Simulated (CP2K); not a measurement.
Two runs for the C K edge of 2-fluoroimidazole. Run A: CP2K XAS_TDP, all-electron GAPW, PBEh(45%), aug-cc-pVDZ, TDA, no relativity. Run B differs in one setting.

First lines with a strength over 0.0015. A:

```csv
atom,energy (eV),states,"strength, one atom"
C2 (bonded to F and 2 N),285.12,1,0.0694
,287.55,1,0.0272
,288.22,1,0.0103
,289.63,1,0.0040
,290.13,1,0.0070
"C4 (bonded to C, N and H)",282.60,1,0.0538
,284.94,1,0.0068
,285.35,2,0.0052
,285.86,1,0.0043
,286.27,1,0.0021
"C5 (bonded to C, N and H)",282.83,1,0.0516
,284.77,1,0.0115
,285.55,1,0.0058
,286.27,2,0.0017
,286.55,1,0.0035
```

B:

```csv
atom,energy (eV),states,"strength, one atom"
C2 (bonded to F and 2 N),288.86,1,0.0772
,291.74,1,0.0501
,293.40,1,0.0073
,294.90,1,0.0048
,295.14,1,0.0250
"C4 (bonded to C, N and H)",286.54,1,0.0625
,289.79,1,0.0165
,290.50,1,0.0032
,290.93,1,0.0090
,291.36,1,0.0032
"C5 (bonded to C, N and H)",286.81,1,0.0596
,289.54,1,0.0208
,290.39,1,0.0144
,291.36,1,0.0023
,291.56,1,0.0029
```

Q: Which was it: the functional, the basis, scalar relativity switched on, GW2X switched on?

The functional (functional from PBEh(45%) to PBEh(60%); the lines alone don't name the new value). A functional moves all lines by electronvolts and changes their spacings and strengths. Against PBEh(45%) in aug-cc-pVDZ, the leading lines move by +3.74 eV (C2, to 288.86), +3.94 eV (C4, to 286.54) and +3.98 eV (C5, to 286.81); the strength of C2's goes from 0.0694 to 0.0772. The next line of C2 over the strength cut lies 2.88 eV higher, against 2.43.

[Banner, clock and machine lines of the logs are left out without a mark of their own.]

[Logs are printed without paths, hosts, clocks, repeated set-up lines and the standing remarks that a program may print on its own settings, such as how far it seeks lower states.]

[Hosts, paths, dates, database ids (printed as entryN), source tags and the programs' standing remarks are cut or masked in the printed files.]
